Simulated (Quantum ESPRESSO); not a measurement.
# MgS (Niningerite): third-order response, part 2 of 3

Wanted: vibrational spectra of MgS (Niningerite) from linear and non-linear response.

Quantum ESPRESSO 8.0 development, patched; DFT LDA, scalar-relativistic, plane waves, PseudoDojo norm-conserving pseudopotentials.

So far. Step 2 (A probe with smearing): A gap of 2.6 eV opens on this mesh, so the crystal is taken as an insulator; the start stands at -3.1 GPa. Step 4 (Ground state): The cell stands at -0.014 GPa, close enough for phonons. The relaxed cell has a = 5.132 Å (conventional setting).

## (5) Linear response at Γ

At q = 0 one unit cell holds all displacements; symmetry groups them into irreducible representations that are solved one by one. The response to a field gives ε∞ and the Born charges, which polar modes need. Third-order response adds the Raman tensors.

Contents of ph.in:

```
phonons
&INPUTPH
  prefix = 'x'
  outdir = './tmp'
  fildyn = 'g.dyn'
  tr2_ph = 1.0d-18
  epsil  = .true.
  lraman = .true.
  elop   = .true.
/
0.000000000000 0.000000000000 0.000000000000
```

Run with:

```sh
> OMP_NUM_THREADS=1 mpirun -n 4 ph.x -nk 4 -in ph.in > ph.out
```

Log:

```text
[banners, grids, parts of the stress and lines that vanish by symmetry left out]
[banner, memory and clock lines left out]
Program PHONON v.8.0dev

     Dynamical matrices for q-points given in input
     (   1q-points):
       N         xq(1)         xq(2)         xq(3)
       1   0.000000000   0.000000000   0.000000000

     ./tmp/x.save/

     IMPORTANT: XC functional enforced from input :
     Exchange-correlation= PW
                           (   1   4   0   0   0   0   0)
     Any further DFT definition will be discarded
     Please, verify this is what you really want

     G-vector sticks info

     Reading collected, re-writing distributed wavefunctions in ./tmp/

     Number and degeneracy of irreps per q-point
       N         xq(1)         xq(2)         xq(3)   N irreps
       1   0.000000000   0.000000000   0.000000000       2
        3   3

     Calculation of q =    0.0000000   0.0000000   0.0000000

     phonons

     bravais-lattice index     =            0
     lattice parameter (alat)  =       6.8573  a.u.
     unit-cell volume          =     228.0011 (a.u.)^3
     number of atoms/cell      =            2
     number of atomic types    =            2
     kinetic-energy cut-off    =      84.0000  Ry
     charge density cut-off    =     336.0000  Ry
     convergence threshold     =      1.0E-18
     beta                      =       0.7000
     number of iterations used =            4
     Exchange-correlation= PW
                           (   1   4   0   0   0   0   0)

     celldm(1)=    6.85726  celldm(2)=    0.00000  celldm(3)=    0.00000
     celldm(4)=    0.00000  celldm(5)=    0.00000  celldm(6)=    0.00000

     crystal axes: (cart. coord. in units of alat)
               a(1) = ( -0.7071  0.0000  0.7071 )
               a(2) = (  0.0000  0.7071  0.7071 )
               a(3) = ( -0.7071  0.7071  0.0000 )

     reciprocal axes: (cart. coord. in units 2 pi/alat)
               b(1) = ( -0.7071 -0.7071  0.7071 )
               b(2) = (  0.7071  0.7071  0.7071 )
               b(3) = ( -0.7071  0.7071 -0.7071 )

     Atoms inside the unit cell:

     Cartesian axes

     site n.  atom      mass           positions (alat units)
        1  Mg     24.3050   tau(    1) = (    0.00000    0.00000    0.00000  )
        2  S      32.0600   tau(    2) = (   -0.70711    0.70711    0.70711  )

     Computing dynamical matrix for
                    q = (   0.0000000   0.0000000   0.0000000 )

     49 Sym.Ops. (with q -> -q+G )

     G cutoff =  400.2034  (  23589 G-vectors)     FFT grid: ( 45, 45, 45)
     number of k points=    29
                       cart. coord. in units 2pi/alat
        k(    1) = (   0.0000000   0.0000000   0.0000000), wk =   0.0039062
        k(    2) = (  -0.0883883   0.0883883  -0.0883883), wk =   0.0312500
        k(    3) = (  -0.1767767   0.1767767  -0.1767767), wk =   0.0312500
        [... further k-points left out ...]

     PseudoPot. # 1 for Mg read from file:
     ./pseudo/Mg.upf
     Pseudo is Norm-conserving, Zval = 10.0

     PseudoPot. # 2 for S  read from file:
     ./pseudo/S.upf
     Pseudo is Norm-conserving + core correction, Zval =  6.0

     Mode symmetry, O_h (m-3m)  point group:

     Electric field:
     Dielectric constant
     Born effective charges as d Force / d E
     Raman tensor
     Electro-optic tensor

     Atomic displacements:
     There are    2 irreducible representations

     Representation     1      3 modes -  To be done

     Representation     2      3 modes -  To be done

     Alpha used in Ewald sum =   2.8000

     Electric Fields Calculation

     The passes end when |ddv_scf|^2 is under  6.1E-20 (on this mesh; tr2_ph alone asks  1.0E-18)

      iter #   1   av.it.:   6.8
      thresh= 1.000E-02 alpha_mix =  0.700 |ddv_scf|^2 =  1.782E-07

      [... iterations left out ...]
      iter #   8   av.it.:  13.2
      thresh= 5.038E-11 alpha_mix =  0.700 |ddv_scf|^2 =  2.550E-21

     End of electric fields calculation

          Dielectric constant in cartesian axis

          (       5.644106696       0.000000000       0.000000000 )
          (       0.000000000       5.644106696      -0.000000000 )
          (       0.000000000      -0.000000000       5.644106696 )

          Effective charges (d Force / dE) in cartesian axis without acoustic sum rule applied (asr)

           atom    1  Mg    Mean Z*:        2.30185
      Ex  (        2.30185        0.00000       -0.00000 )
      Ey  (        0.00000        2.30185        0.00000 )
      Ez  (       -0.00000       -0.00000        2.30185 )
           atom    2  S     Mean Z*:       -2.31355
      Ex  (       -2.31355        0.00000        0.00000 )
      Ey  (        0.00000       -2.31355       -0.00000 )
      Ez  (        0.00000       -0.00000       -2.31355 )

          Effective charges Sum: Mean:       -0.01170
             -0.01170        0.00000        0.00000
              0.00000       -0.01170       -0.00000
              0.00000       -0.00000       -0.01170

          Effective charges (d Force / dE) in cartesian axis with asr applied:
           atom    1  Mg    Mean Z*:        2.30770
      E*x (        2.30770       -0.00000       -0.00000 )
      E*y (       -0.00000        2.30770        0.00000 )
      E*z (       -0.00000        0.00000        2.30770 )
           atom    2  S     Mean Z*:       -2.30770
      E*x (       -2.30770        0.00000        0.00000 )
      E*y (        0.00000       -2.30770       -0.00000 )
      E*z (        0.00000       -0.00000       -2.30770 )

     Calling punch_plot_e
     Writing on file  drho

     Computing Pc [DH,Drho] |psi>

     Derivative coefficient:  0.001000    Threshold: 1.00E-12
     Message from routine dhdrhopsi:
     some bands at k + dk did not converge to eth_ns: the Raman tensors may be inaccurate, compare with a run at another eth_ns or dek
     Non-scf  u_k: avg # of iterations = 16.3
     Non-scf Du_k: avg # of iterations = 30.2

          Dielectric constant from finite-differences

          (       5.643991630      -0.000000000      -0.000000000 )
          (      -0.000000000       5.643991630       0.000000000 )
          (      -0.000000000       0.000000000       5.643991630 )

              Electro-optic tensor is defined as
            the derivative of the dielectric tensor
              with respect to one electric field
                 units are Rydberg a.u.

            to obtain the static chi^2 multiply by 1/2

            to convert to pm/Volt multiply per 2.7502

          Electro-optic tensor in cartesian axis:

          (       0.000000000      -0.000000000       0.000000000 )
          (       0.000000000       0.000000000      -0.000000000 )
          (      -0.000000000      -0.000000000       0.000000000 )

          (      -0.000000000      -0.000000000       0.000000000 )
          (      -0.000000000      -0.000000000      -0.000000000 )
          (       0.000000000      -0.000000000       0.000000000 )

          (      -0.000000000       0.000000000      -0.000000000 )
          (       0.000000000       0.000000000      -0.000000000 )
          (      -0.000000000      -0.000000000      -0.000000000 )

          Electro-optic tensor: contribution #   1

          (      -0.000000000      -0.000000000      -0.000000000 )
          (       0.000000000      -0.000000000       0.000000000 )
          (       0.000000000       0.000000000      -0.000000000 )

          (       0.000000000      -0.000000000       0.000000000 )
          (      -0.000000000      -0.000000000      -0.000000000 )
          (       0.000000000       0.000000000      -0.000000000 )

          (      -0.000000000      -0.000000000      -0.000000000 )
          (      -0.000000000      -0.000000000       0.000000000 )
          (      -0.000000000      -0.000000000       0.000000000 )

          Electro-optic tensor: contribution #   2

          (       0.000000000       0.000000000      -0.000000000 )
          (       0.000000000      -0.000000000       0.000000000 )
          (       0.000000000       0.000000000      -0.000000000 )

          (       0.000000000       0.000000000       0.000000000 )
          (       0.000000000       0.000000000       0.000000000 )
          (       0.000000000       0.000000000      -0.000000000 )

          (      -0.000000000       0.000000000      -0.000000000 )
          (       0.000000000      -0.000000000       0.000000000 )
          (      -0.000000000       0.000000000      -0.000000000 )

     Computing Second order response

      iter #   1   av.it.:   9.5
      thresh= 1.000E-02 alpha_mix =  0.700 |ddv_scf|^2 =  7.744E-07

      [... iterations left out ...]
      iter #  10   av.it.:  13.2
      thresh= 1.244E-11 alpha_mix =  0.700 |ddv_scf|^2 =  6.646E-22

          Raman tensor (au^-1) in cartesian axis

           atom      1
          (      -0.000000000      -0.000000000      -0.000000000 )
          (      -0.000000000      -0.000000000      -0.000000000 )
          (      -0.000000000      -0.000000000      -0.000000000 )

          (      -0.000000000      -0.000000000       0.000000000 )
          (       0.000000000      -0.000000000       0.000000000 )
          (      -0.000000000       0.000000000       0.000000000 )

          (      -0.000000000      -0.000000000      -0.000000000 )
          (      -0.000000000      -0.000000000      -0.000000000 )
          (      -0.000000000       0.000000000      -0.000000000 )

           atom      2
          (       0.000000000       0.000000000       0.000000000 )
          (       0.000000000      -0.000000000       0.000000000 )
          (      -0.000000000      -0.000000000       0.000000000 )

          (       0.000000000       0.000000000       0.000000000 )
          (       0.000000000      -0.000000000       0.000000000 )
          (      -0.000000000      -0.000000000       0.000000000 )

          (      -0.000000000      -0.000000000      -0.000000000 )
          (      -0.000000000      -0.000000000       0.000000000 )
          (       0.000000000       0.000000000      -0.000000000 )

     Raman tensor (A^2)

     atom #    1    pol.  1
     -0.615728284766E-21     -0.457234088139E-21     -0.679125963416E-21
     -0.837620160043E-21     -0.742523642067E-21     -0.774222481392E-21
     -0.679125963416E-21     -0.393836409488E-21     -0.108546855561E-21
     atom #    1    pol.  2
     -0.298739891513E-21     -0.235342212862E-21      0.303538055668E-21
      0.145043859042E-21     -0.235342212862E-21      0.366935734319E-21
[...]
atom #    1    pol.  3
[...]
atom #    2    pol.  1
[...]
atom #    2    pol.  2
[...]
atom #    2    pol.  3
[...]
0.594353237349E-23      0.574541462771E-22     -0.851906306868E-22

     Representation #   1 modes #   1   2   3

     Self-consistent Calculation

     The passes end when |ddv_scf|^2 is under  6.1E-20 (on this mesh; tr2_ph alone asks  1.0E-18)

      iter #   1   av.it.:   6.8
      thresh= 1.000E-02 alpha_mix =  0.700 |ddv_scf|^2 =  1.189E-07

      [... iterations left out ...]
      iter #   8   av.it.:  13.7
      thresh= 4.597E-11 alpha_mix =  0.700 |ddv_scf|^2 =  3.466E-21

     End of self-consistent calculation

     Convergence has been achieved

     Representation #   2 modes #   4   5   6

     Self-consistent Calculation

     The passes end when |ddv_scf|^2 is under  6.1E-20 (on this mesh; tr2_ph alone asks  1.0E-18)

      iter #   1   av.it.:   8.8
      thresh= 1.000E-02 alpha_mix =  0.700 |ddv_scf|^2 =  1.679E-06

      [... iterations left out ...]
      iter #   8   av.it.:  13.6
      thresh= 3.209E-10 alpha_mix =  0.700 |ddv_scf|^2 =  3.434E-21

     End of self-consistent calculation

     Convergence has been achieved

     Number of q in the star =    1
     List of q in the star:
          1   0.000000000   0.000000000   0.000000000

          Dielectric constant in cartesian axis

          (       5.644106696       0.000000000       0.000000000 )
          (       0.000000000       5.644106696      -0.000000000 )
          (       0.000000000      -0.000000000       5.644106696 )

          Effective charges (d Force / dE) in cartesian axis without acoustic sum rule applied (asr)

           atom    1  Mg    Mean Z*:        2.30185
      Ex  (        2.30185        0.00000       -0.00000 )
      Ey  (        0.00000        2.30185        0.00000 )
      Ez  (       -0.00000       -0.00000        2.30185 )
           atom    2  S     Mean Z*:       -2.31355
      Ex  (       -2.31355        0.00000        0.00000 )
      Ey  (        0.00000       -2.31355       -0.00000 )
      Ez  (        0.00000       -0.00000       -2.31355 )

          Effective charges Sum: Mean:       -0.01170
             -0.01170        0.00000        0.00000
              0.00000       -0.01170       -0.00000
              0.00000       -0.00000       -0.01170

          Effective charges (d Force / dE) in cartesian axis with asr applied:
           atom    1  Mg    Mean Z*:        2.30770
      E*x (        2.30770       -0.00000       -0.00000 )
      E*y (       -0.00000        2.30770        0.00000 )
      E*z (       -0.00000        0.00000        2.30770 )
           atom    2  S     Mean Z*:       -2.30770
      E*x (       -2.30770        0.00000        0.00000 )
      E*y (        0.00000       -2.30770       -0.00000 )
      E*z (        0.00000       -0.00000       -2.30770 )

     Diagonalizing the dynamical matrix

     q = (    0.000000000   0.000000000   0.000000000 )

 **************************************************************************
     freq (    1) =       0.098872 [THz] =       3.298007 [cm-1]
     freq (    2) =       0.098872 [THz] =       3.298007 [cm-1]
     freq (    3) =       0.098872 [THz] =       3.298007 [cm-1]
     freq (    4) =       7.537795 [THz] =     251.433777 [cm-1]
     freq (    5) =       7.537795 [THz] =     251.433777 [cm-1]
     freq (    6) =       7.537795 [THz] =     251.433777 [cm-1]
 **************************************************************************

     Mode symmetry, O_h (m-3m)  point group:

     freq (   1-   3) =          3.3  [cm-1]   --> T_1u G_15  G_4- I
     freq (   4-   6) =        251.4  [cm-1]   --> T_1u G_15  G_4- I
```

It took 5.2 min on 4 MPI ranks of Arm Neoverse V2, shared host; 21 min of CPU time.

Numbers from this step:

| Quantity | Value |
| --- | --- |
| miss of the charge sum rule | 0.01170 e |
| largest acoustic frequency at the zone centre before the sum rule | 3.3 cm⁻¹ |
| highest optical zone-centre mode (no LO-TO term) | 251.4 cm⁻¹ |
| lowest optical zone-centre mode | 251.4 cm⁻¹ |
| mean high-frequency dielectric constant | 5.644 |
| largest Born charge in size (third of the trace) | 2.314 e |

Born charge (rows field, columns displacement), before the sum rule (e), principal values of the symmetric part by kind of site:

```
atom  atoms with these values    low  middle   high   mean
 Mg1                        1   2.30    2.30   2.30   2.30
  S2                        1  -2.31   -2.31  -2.31  -2.31
```

In full for Mg1:

```
2.30 0.00 0.00
0.00 2.30 0.00
0.00 0.00 2.30
```

High-frequency dielectric tensor:

```
5.64 0.00 0.00
0.00 5.64 0.00
0.00 0.00 5.64
```

The acoustic modes at Γ come out as far as 3.3 cm⁻¹ from zero, where they should vanish, a small numerical error; the Born charges miss their sum rule by 0.012 e, which is good.

(Part 2 of 3 ends here.)

[Host names and launcher messages were left out of these logs when they were recorded.]

[Logs are printed without paths, hosts, clocks, repeated set-up lines and the standing remarks that a program may print on its own settings, such as how far it seeks lower states.]

[Hosts, paths, dates, database ids (printed as entryN), source tags and the programs' standing remarks are cut or masked in the printed files.]
